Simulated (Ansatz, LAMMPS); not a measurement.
# Gap against volume in amorphous polycarbonate of ethylene (as short chains C11O9H18), from a frame at 300 K, (152 atoms)

Density of this cell: 1.47 g/cm³. The cell holds 152 atoms: 44 C, 36 O and 72 H. Cell: a = 10.957 Å, b = 10.753 Å, c = 11.284 Å, α = 88.8°, β = 91.8°, γ = 88.8°. The starting structure: 4 polycarbonate of ethylene chains of 3 units with methyl end groups placed at random, at 1.28 g/cm³; overlaps pushed apart, then 20 ps at 800 K with MMFF94 bonds, angles, torsions, charges and radii (Halgren, J. Comput. Chem. 17, 490 (1996)) in harmonic and 12-6 forms. Snapshot after 30 ps at 300 K and fixed volume.

Calculated with Ansatz 0.2.0: Kohn-Sham DFT, LDA, PAW (set soft_2), plane waves; cutoff 420 eV, Γ point, fixed occupations. The relaxed cell was scaled evenly and the atoms were relaxed at each volume. The gap is that between the highest filled and the lowest empty Kohn-Sham level on the run's k-points.

```
volume (Å³/atom)  gap (eV)
          7.8646               5.691
          8.2142               5.686
          8.4763                   ?
          8.7385               5.763
          9.0006               5.761
          9.2628               5.741
```

**Question.** Fit a straight line in ln V to the rows given and interpolate to the withheld row.

**Working.**

A volume deformation potential makes the spacing linear in u = ln(V/V0), with V0 = 8.7385 Å³ the relaxed volume; v is the spacing.

```
u = ln(V/V0)  v (eV)
   -0.105361  5.6909
  -0.0618742  5.6855
           0  5.7634
   0.0295593  5.7612
   0.0582692  5.7414
```

With n = 5: mean u = -0.0158813, mean v = 5.72848, Σ(u − ū)² = 0.017937, Σ(u − ū)(v − v̄) = 0.0083388. Slope b = 0.0083388 / 0.017937 = 0.46489; intercept a = v̄ − b ū = 5.7359.

At the withheld volume u = -0.03046, and v = a + b u.

Prediction at 8.4763: 5.722 eV. The run gave 5.726 eV, so the fit is low by 0.0039 eV (0.068 % of the value).

The rows follow a line only loosely (correlation 0.82 in size over all rows, under the 0.97 asked here), so the slope of +0.46 eV is a mean trend and no deformation potential. Among the rows given, the largest miss of the fit is at 8.7385, by 0.028 eV (35 % of the range of the table).

Limits: The table spans 16 % in volume, wide for a linear law. Local or semilocal functionals tend to put gaps under measured ones. Only the Γ point is sampled. Atoms move by up to 0.7 Å in these relaxations, so the structure changes along the series. Defect or tail levels can set the spacing of a disordered cell.

[Logs are printed without paths, hosts, clocks, repeated set-up lines and the standing remarks that a program may print on its own settings, such as how far it seeks lower states.]

[Hosts, paths, dates, database ids (printed as entryN), source tags and the programs' standing remarks are cut or masked in the printed files.]

[The MMFF94 radii named for the starting cell were scaled by 0.96; in molecules described by MMFF94, hydrogen bound to N, O or S took a small fixed 12-6 site in their place.]
